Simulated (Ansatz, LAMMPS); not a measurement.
# Amorphous 38TiO2-62Al2O3 (mol %) (102 atoms): geometry optimisation

How does amorphous 38TiO2-62Al2O3 (mol %) (102 atoms) relax, and what do bonds, charges and levels look like afterwards?

Program: Ansatz 0.2.0. Level of theory: Kohn-Sham DFT, PBE, PAW (set soft_2), plane waves. Values are calculated unless marked as measured.

### 1. The structure

The cell holds 102 atoms: 9 Ti, 30 Al and 63 O. Cell: a = 10.534 Å, b = 10.534 Å, c = 10.534 Å, α = 90.0°, β = 90.0°, γ = 90.0°. 102 atoms (9 Ti, 30 Al, 63 O) placed at random at 3.19 g/cm³, melted at 5000 K for 10 ps at fixed volume with the Morse and Coulomb pair potential with partial charges (Pedone, Malavasi, Menziani, Cormack and Segre, J. Phys. Chem. B 110, 11780 (2006)). Quenched from 5000 K to 300 K at 50 K/ps and fixed volume, held 5 ps, then minimised at fixed cell.

Before any run, some limits are plain. The quench rate of 50 K/ps is many orders above laboratory rates, so the cell is likely richer in defects and strain than a real sample. The starting topology of bonds comes from the classical model. Only the Γ point is sampled in the main run, in a cell whose shortest periodic width is 11 Å.

### 2. How the cell was made

A classical potential makes the cell, at a small fraction of what the same run would cost in DFT.

This step: classical MD, Morse and Coulomb pair potential with partial charges (Pedone, Malavasi, Menziani, Cormack and Segre, J. Phys. Chem. B 110, 11780 (2006)) (LAMMPS 22 Jul 2025 - Update 4).

Input file in.lmp:

```
# melt-quench of Ti9Al30O63
units metal
atom_style charge
boundary p p p
region box block 0 10.5339 0 10.5339 0 10.5339
create_box 3 box
mass 1 47.8670   # Ti
mass 2 26.9815   # Al
mass 3 15.9990   # O
create_atoms 1 random 9 41526 NULL overlap 1.5 maxtry 2000
create_atoms 2 random 30 41533 NULL overlap 1.5 maxtry 2000
create_atoms 3 random 63 41540 NULL overlap 1.5 maxtry 2000
pair_style hybrid/overlay pedone 5.5 coul/long 8.0
pair_coeff * * coul/long
pair_coeff 1 3 pedone 0.024235 2.254703 2.708943 1   # Ti-O
pair_coeff 2 3 pedone 0.361581 1.900442 2.164818 0.9   # Al-O
pair_coeff 3 3 pedone 0.042395 1.379316 3.618701 22   # O-O
set type 1 charge 2.4
set type 2 charge 1.8
set type 3 charge -1.2
kspace_style pppm 1.0e-4
neigh_modify delay 0 every 1 check yes
thermo_style custom step time temp pe press density
thermo_modify norm yes
timestep 0.002
thermo 100
min_style cg
minimize 1e-4 1e-4 200 2000
reset_timestep 0
velocity all create 5000 41527 mom yes dist gaussian
fix lim all nve/limit 0.05
fix lan all langevin 5000 5000 0.2 41528 zero yes
thermo 500
run 1000 post no
# [... 10 lines left out ...]
thermo 1250
fix md all nvt temp 300 300 0.2
run 2500 post no
unfix md
thermo 100
min_style cg
minimize 0 1e-3 2000 20000
write_dump all custom glass.dump id type xs ys zs modify sort id
```

The run is started by

```sh
$ lmp -in in.lmp -log none -nocite
```

Standard output:

```text
LAMMPS (22 Jul 2025 - Update 4)
Created orthogonal box = (0 0 0) to (10.5339 10.5339 10.5339)
Created 9 atoms
Created 30 atoms
Created 63 atoms
PPPM initialization ...
  G vector (1/distance) = 0.38555078
  grid = 12 12 12
  estimated relative force accuracy = 5.1265454e-05
   Step          Time           Temp          PotEng         Press         Density
         0   0              0              0.019233287    866510.85      3.1938428
        93   0.186          0             -13.999753     -50193.08       3.1938428
Loop time of 0.0841413 s on 1 MPI rank(s) for 93 steps with 102 atoms
Minimization stats:
  Stopping criterion = energy tolerance
  Energy initial, next-to-last, final =
    0.0192332873217449  -13.9984429289621  -13.9997526843727
  Force two-norm initial, final = 333.51765 1.8501292
  Iterations, force evaluations = 93 127
   Step          Time           Temp          PotEng         Press         Density
[... 12 lines left out ...]
[... 1 line left out ...]
Loop time of 2.70336 s on 1 MPI rank(s) for 5000 steps with 102 atoms
   Step          Time           Temp          PotEng         Press         Density
[... 12 lines left out ...]
Loop time of 24.0885 s on 1 MPI rank(s) for 47000 steps with 102 atoms
   Step          Time           Temp          PotEng         Press         Density
[... 2 lines left out ...]
     55000   110            288.41985     -14.039277     -58219.472      3.1938428
     55500   111            290.47582     -14.040264     -48590.45       3.1938428
Loop time of 1.17395 s on 1 MPI rank(s) for 2500 steps with 102 atoms
   Step          Time           Temp          PotEng         Press         Density
     55500   111            290.47582     -14.040264     -48590.45       3.1938428
     55513   111.026        290.47582     -14.074792     -60055.913      3.1938428
Loop time of 0.0370336 s on 1 MPI rank(s) for 13 steps with 102 atoms
Minimization stats:
  Stopping criterion = linesearch alpha is zero
  Energy initial, next-to-last, final =
     -14.0402642512357  -14.0747923246685  -14.0747923246685
  Force two-norm initial, final = 12.369066 0.45502176
  Iterations, force evaluations = 13 59
```

Wall time 29 s (1 thread of Arm Neoverse V1, shared host); peak memory 0.072 GiB.

### 3. Single point at the start

The forces at the start show how far the geometry lies from a minimum of this functional.

Input file input.yaml:

```yaml
crystal:
  lattice:
    - [10.5339, 0.0, 0.0]
    - [0.0, 10.5339, 0.0]
    - [0.0, 0.0, 10.5339]
  atoms:
    - { symbol: Ti, position: [0.53554, 0.25099, 0.3262] }
    - { symbol: Ti, position: [0.62737, 0.55274, 0.80817] }
    - { symbol: Ti, position: [0.62504, 0.08308, 0.84508] }
    - { symbol: Ti, position: [0.51786, 0.33177, 0.6229] }
    - { symbol: Ti, position: [0.18384, 0.68398, 0.67953] }
    - { symbol: Ti, position: [0.86851, 0.94845, 0.57797] }
    - { symbol: Ti, position: [0.83472, 0.55382, 0.53849] }
    - { symbol: Ti, position: [0.4494, 0.83481, 0.82195] }
    - { symbol: Ti, position: [0.09076, 0.14826, 0.09068] }
    - { symbol: Al, position: [0.10954, 0.41492, 0.61071] }
    - { symbol: Al, position: [0.34226, 0.45563, 0.10171] }
    - { symbol: Al, position: [0.59818, 0.95524, 0.20131] }
    - { symbol: Al, position: [0.82283, 0.31052, 0.84757] }
    - { symbol: Al, position: [0.25237, 0.22357, 0.4844] }
    - { symbol: Al, position: [0.82021, 0.38982, 0.27036] }
    - { symbol: Al, position: [0.88533, 0.91091, 0.10502] }
    - { symbol: Al, position: [0.08334, 0.45335, 0.99652] }
    - { symbol: Al, position: [0.8049, 0.80877, 0.83355] }
    - { symbol: Al, position: [0.31713, 0.41668, 0.81548] }
    - { symbol: Al, position: [0.83412, 0.53364, 0.99023] }
    - { symbol: Al, position: [0.05067, 0.75092, 0.96754] }
    - { symbol: Al, position: [0.12007, 0.37137, 0.28459] }
    - { symbol: Al, position: [0.57688, 0.90205, 0.50595] }
    - { symbol: Al, position: [0.71644, 0.74417, 0.29106] }
    - { symbol: Al, position: [0.48924, 0.62198, 0.46957] }
    - { symbol: Al, position: [0.46511, 0.72564, 0.09] }
    - { symbol: Al, position: [0.25689, 0.94197, 0.6012] }
    - { symbol: Al, position: [0.27928, 0.89388, 0.13413] }
    - { symbol: Al, position: [0.95534, 0.63165, 0.23506] }
    - { symbol: Al, position: [0.07213, 0.12869, 0.76399] }
    - { symbol: Al, position: [0.60869, 0.52834, 0.194] }
    - { symbol: Al, position: [0.336, 0.0142, 0.35793] }
    - { symbol: Al, position: [0.24968, 0.64136, 0.3004] }
    - { symbol: Al, position: [0.72739, 0.15586, 0.09824] }
    - { symbol: Al, position: [0.09552, 0.83643, 0.39696] }
    - { symbol: Al, position: [0.78474, 0.25344, 0.52746] }
    - { symbol: Al, position: [0.35816, 0.13785, 0.75369] }
    - { symbol: Al, position: [0.38477, 0.1758, 0.03267] }
    - { symbol: Al, position: [0.98725, 0.08525, 0.34212] }
    - { symbol: O, position: [0.55554, 0.74727, 0.55518] }
    - { symbol: O, position: [0.68064, 0.91975, 0.84152] }
    - { symbol: O, position: [0.14398, 0.83797, 0.06015] }
    - { symbol: O, position: [0.33004, 0.65221, 0.43804] }
    - { symbol: O, position: [0.96086, 0.04472, 0.68025] }
    - { symbol: O, position: [0.57158, 0.21096, 0.7394] }
    - { symbol: O, position: [0.5294, 0.1131, 0.99057] }
    - { symbol: O, position: [0.77847, 0.65211, 0.8889] }
    - { symbol: O, position: [0.42957, 0.96021, 0.22582] }
    - { symbol: O, position: [0.82322, 0.6561, 0.40148] }
    - { symbol: O, position: [0.33355, 0.24864, 0.87542] }
    - { symbol: O, position: [0.98157, 0.03316, 0.17371] }
    - { symbol: O, position: [0.33233, 0.72287, 0.18648] }
    - { symbol: O, position: [0.82806, 0.26585, 0.16531] }
    - { symbol: O, position: [0.99669, 0.53321, 0.59099] }
    - { symbol: O, position: [0.74342, 0.99108, 0.11069] }
    - { symbol: O, position: [0.86946, 0.77474, 0.19929] }
    - { symbol: O, position: [0.53, 0.68683, 0.84402] }
    - { symbol: O, position: [0.11213, 0.3247, 0.09342] }
    - { symbol: O, position: [0.75788, 0.1758, 0.92449] }
    - { symbol: O, position: [0.48247, 0.55276, 0.09047] }
    - { symbol: O, position: [0.255, 0.08416, 0.08496] }
    - { symbol: O, position: [0.80982, 0.40442, 0.4434] }
    - { symbol: O, position: [0.61179, 0.24891, 0.48931] }
    - { symbol: O, position: [0.47827, 0.44462, 0.76688] }
    - { symbol: O, position: [0.25069, 0.47895, 0.95879] }
    - { symbol: O, position: [0.4123, 0.95547, 0.4995] }
    - { symbol: O, position: [0.97777, 0.46202, 0.27034] }
    - { symbol: O, position: [0.45854, 0.00154, 0.77474] }
    - { symbol: O, position: [0.08987, 0.6913, 0.31776] }
    - { symbol: O, position: [0.77238, 0.53672, 0.14914] }
    - { symbol: O, position: [0.14801, 0.81106, 0.55722] }
    - { symbol: O, position: [0.2284, 0.511, 0.69631] }
    - { symbol: O, position: [0.94139, 0.41654, 0.91619] }
    - { symbol: O, position: [0.71283, 0.53822, 0.6579] }
    - { symbol: O, position: [0.65063, 0.88588, 0.35194] }
    - { symbol: O, position: [0.10641, 0.28121, 0.70085] }
    - { symbol: O, position: [0.22253, 0.04442, 0.73321] }
    - { symbol: O, position: [0.37872, 0.18844, 0.36826] }
    [... 18 atom lines left out ...]
    - { symbol: O, position: [0.62174, 0.38226, 0.26151] }
    - { symbol: O, position: [0.70209, 0.9888, 0.57408] }
    - { symbol: O, position: [0.91553, 0.84916, 0.95391] }
    - { symbol: O, position: [0.61187, 0.13192, 0.23571] }
    - { symbol: O, position: [0.20277, 0.06892, 0.49354] }
    - { symbol: O, position: [0.5839, 0.62558, 0.32448] }
kpoints:
  mp_grid: { grid: [1, 1, 1] }
hamiltonian:
  xc: pbe
scf:
  occupations: { method: fermi_dirac, width: 0.025 }
output:
  forces: true
```

The run is started by

```sh
$ ansatz run input.yaml --threads 4 --pin off --max-ram 8192MiB --backend cpu --events-out ev --progress --plain --runs-dir out
```

Standard output:

```text
Engine: ansatz 0.2.0, aarch64-unknown-linux-gnu
Pseudopotentials: kind: paw
Pseudopotential: Ti, paw, valence charge 12, recommended cutoff 420 eV (normal), Ti.paw.azcp
Pseudopotential: Al, paw, valence charge 3, recommended cutoff 420 eV (normal), Al.paw.azcp
Pseudopotential: O, paw, valence charge 6, recommended cutoff 420 eV (normal), O.paw.azcp
[... 5 lines on functional and potentials left out ...]
Crystal: 102 atoms, lattice volume = 1168.874 Å³
Basis set: ecut = 420 eV, 22887 PW (Γ), exchange–correlation on 144×144×144 points (8 copies of the dense FFT grid, shifted against one another)
Bands: 390, of which v1, the nominal top of the filled ones, is band 288 counted from 1 (287 counted from 0)
Symmetry: 1 space group operations
Space group: P1 (ITA 1), of the structure as read, at distance tolerance 1.1e-4 Å
k-points: 1
[... 7 lines on functional and potentials left out ...]
Initial density: superposition of atomic densities (neutral atoms: chi_scale 0, normalization atom), corrected by the library's trained network
Initial wavefunctions: pseudopotential atomic-orbital guess
Functional: x = pbe(κ = 0.804, μ = 0.219515), c = pbe(β = 0.066725)
SCF iter   1: F=—  HF=-74502.525039 eV  |F-HF|=—  |Δ(HF+E_count)|=         —  Δρ=3.76e-3  dr2=2.21e-1  ethr=1.77e-3  ⟨swp⟩=6.0  Hψ=1659  notcnv=0  defer=14
preconditioner: auto → Resta (q_TF=auto, 2.425 Å⁻¹)  ε∞=4.5  [insulator: Δε(μ)=1.926 eV  Ē_g=13.079 eV  σ=0.025 eV  W_gap=1.00  n_scr=256 (ndim 8)  ℏωp=24.4 eV  f_vac=0.039  D(μ)=0.00/eV (n_scr^D=0)  ε∞_Penn≈4.5]
SCF iter   2: F=—  HF=-74502.498308 eV  |F-HF|=—  |Δ(HF+E_count)|=   2.67e-2  Δρ=2.06e-3  dr2=5.47e-2  ethr=3.85e-5  ⟨swp⟩=2.0  Hψ=715  notcnv=0  defer=94
SCF iter   3: F=—  HF=-74502.495735 eV  |F-HF|=—  |Δ(HF+E_count)|=   2.57e-3  Δρ=1.16e-3  dr2=2.34e-2  ethr=9.50e-6  ⟨swp⟩=3.0  Hψ=573  notcnv=0  defer=37
automatic band count: iteration 3 solves 333 bands in place of 390: the levels show a gap, and the empty bands left out lie too high to hold charge; the band table lists the bands solved (type scf.n_extra_bands for more)
SCF iter   4: F=—  HF=-74502.493663 eV  |F-HF|=—  |Δ(HF+E_count)|=   2.07e-3  Δρ=4.97e-4  dr2=4.22e-3  ethr=4.06e-6  ⟨swp⟩=2.0  Hψ=509  notcnv=0  defer=37
SCF iter   5: F=—  HF=-74502.493068 eV  |F-HF|=—  |Δ(HF+E_count)|=   5.95e-4  Δρ=2.17e-4  dr2=5.52e-4  ethr=7.32e-7  ⟨swp⟩=2.0  Hψ=570  notcnv=0  defer=37
SCF iter   6: F=—  HF=-74502.493140 eV  |F-HF|=—  |Δ(HF+E_count)|=   7.23e-5  Δρ=1.20e-4  dr2=1.80e-4  ethr=9.59e-8  ⟨swp⟩=2.0  Hψ=564  notcnv=0  defer=37
SCF iter   7: F=—  HF=-74502.493152 eV  |F-HF|=—  |Δ(HF+E_count)|=   1.17e-5  Δρ=5.21e-5  dr2=3.55e-5  ethr=3.13e-8  ⟨swp⟩=2.0  Hψ=580  notcnv=0  defer=37
SCF iter   8: F=—  HF=-74502.495077 eV  |F-HF|=—  |Δ(HF+E_count)|=   1.93e-3  Δρ=2.10e-5  dr2=5.13e-6  ethr=6.16e-9  ⟨swp⟩=2.0  Hψ=617  notcnv=0  defer=37
SCF iter   9: F=—  HF=-74502.495080 eV  |F-HF|=—  |Δ(HF+E_count)|=   2.72e-6  Δρ=1.10e-5  dr2=1.46e-6  ethr=8.90e-10  ⟨swp⟩=2.0  Hψ=564  notcnv=0  defer=37
SCF iter  10: F=—  HF=-74502.495081 eV  |F-HF|=—  |Δ(HF+E_count)|=   5.35e-7  Δρ=5.18e-6  dr2=3.56e-7  ethr=2.54e-10  ⟨swp⟩=2.0  Hψ=515  notcnv=0  defer=37
SCF iter  11: F=-74502.495081 eV  HF=-74502.495081 eV  |F-HF|=6.40e-10  |Δ(HF+E_count)|=   1.01e-7  Δρ=2.40e-6  dr2=6.88e-8  ethr=1.74e-11  ⟨swp⟩=4.0  Hψ=1111  notcnv=0
SCF 1 converged in 11 iterations: F = -74502.495081 eV  dr2 = 6.88e-8
  greatest PAW one-centre occupation: 0.999 electrons in one spin orbital (limit 2), on the Ti atom at site 8 (counted from 0), in its partial waves of l = 0
SCF converged after 11 iterations
Free energy (F): -74502.495081 eV
Harris-Foulkes:  -74502.495081 eV  (|F-HF|=6.40e-10)
Internal energy: -74502.495081 eV  (E = F + TS)
E sigma→0 (E₀):  -74502.495081 eV
Fermi energy:    6.820859 eV
--- Per-component energies (eV) ---
  E_band       = -2954.612464
  E_kinetic    = 14409.731206
  E_local      = -38905.464079  (includes V_loc(G=0)·N_el)
  E_nonlocal   = 3347.543613
  E_hartree    = 15040.092048
  E_xc         = -6779.021062
  E_vxc        = -7977.009382  (∫ρ·V_xc dr)
  E_paw        = -33426.967950  (= ΣΔE_a)
  E_vpaw       = -3909.755620  (= ΣTr[D̂ρ^β])
  E_aug_tail   = 0.158399  (compensation charges beyond the density's cutoff)
  E_ewald      = -28188.567255
  E_smearing   = -0.000000  (= −TS)
  E_closure    = -0.000000  (closes the sum)
  Σ components = -74502.495081   (vs F -74502.495081, Δ=0.00e0)
--- Forces (eV/Å), atoms counted from 1 ---
  atom   1  Ti     0.08756100     0.17063566     0.24729718
  atom   2  Ti     0.99836969    -1.19124809    -0.96040937
  atom   3  Ti    -0.57259844    -0.02618118    -0.03517871
  atom   4  Ti    -0.78075019     1.00505930    -0.89643916
  atom   5  Ti    -0.34884407    -0.06110769     0.54783891
  atom   6  Ti    -0.70118353     0.04609038     1.20326751
  atom   7  Ti     0.17267444    -0.30572882    -0.58337738
  atom   8  Ti     0.83005336     0.26822722     0.63414014
  atom   9  Ti     0.34003456     0.51756523    -0.57262792
  atom  10  Al    -0.01210355    -0.11225987    -0.06859842
  atom  11  Al     0.31932461    -0.15477927     0.23299151
  atom  12  Al    -0.28025518    -1.09577258     0.49210820
  atom  13  Al    -0.59203433     0.66223838    -0.62320366
  atom  14  Al     0.60978551    -0.09249652     0.07142502
[...]
atom 101  O     -0.24769822    -0.92611530    -0.41760541
  atom 102  O      0.65658286     0.23724328     0.17744159
  max |Σ_I F_I| component: 1.29e-4 eV/Å
```

Wall time 15 s (4 threads of Arm Neoverse V1, shared host); peak memory 1.5 GiB; 54 s of CPU time.

The run gave:

```yaml
free_energy: -74502.4951 eV
free_energy_per_atom: -730.4166 eV/atom
scf_cycles: 11
r_m_s_force_component: 0.5316 eV/Å
longest_force: 2.052 eV/Å
fermi_energy: 6.821 eV
```

The r.m.s. force component of 0.53 eV/Å sets the starting point.

Neighbours are counted within 2.27 Å (O-Al), 2.64 Å (O-Ti).

Length of the force by element and coordination:

| element | coordination | atoms | mean length of the force (eV/Å) | spread | least | most |
| --- | --- | --- | --- | --- | --- | --- |
| Al | all | 30 | 0.754 | 0.324 | 0.132 | 1.49 |
| Al | 4 | 21 | 0.728 | 0.346 | 0.132 | 1.49 |
| Al | 5 | 8 | 0.826 | 0.268 | 0.314 | 1.23 |
| Al | 6 | 1 | 0.726 | 0 | 0.726 | 0.726 |
| O | all | 63 | 0.859 | 0.375 | 0.173 | 2.05 |
| O | 2 | 18 | 0.832 | 0.411 | 0.213 | 2.05 |
| O | 3 | 44 | 0.882 | 0.355 | 0.173 | 1.84 |
| O | 4 | 1 | 0.368 | 0 | 0.368 | 0.368 |
| Ti | all | 9 | 0.991 | 0.478 | 0.313 | 1.83 |
| Ti | 4 | 3 | 0.909 | 0.343 | 0.652 | 1.39 |
| Ti | 5 | 6 | 1.03 | 0.528 | 0.313 | 1.83 |

[end of part 1 of 4]

[Long decimals in the printed logs are rounded to 6 places.]

[Logs are printed without paths, hosts, clocks, repeated set-up lines and the standing remarks that a program may print on its own settings, such as how far it seeks lower states.]

[Hosts, paths, dates, database ids (printed as entryN), source tags and the programs' standing remarks are cut or masked in the printed files.]

[A walk said to have stopped at its limit may instead have ended on an SCF cycle that didn't converge.]
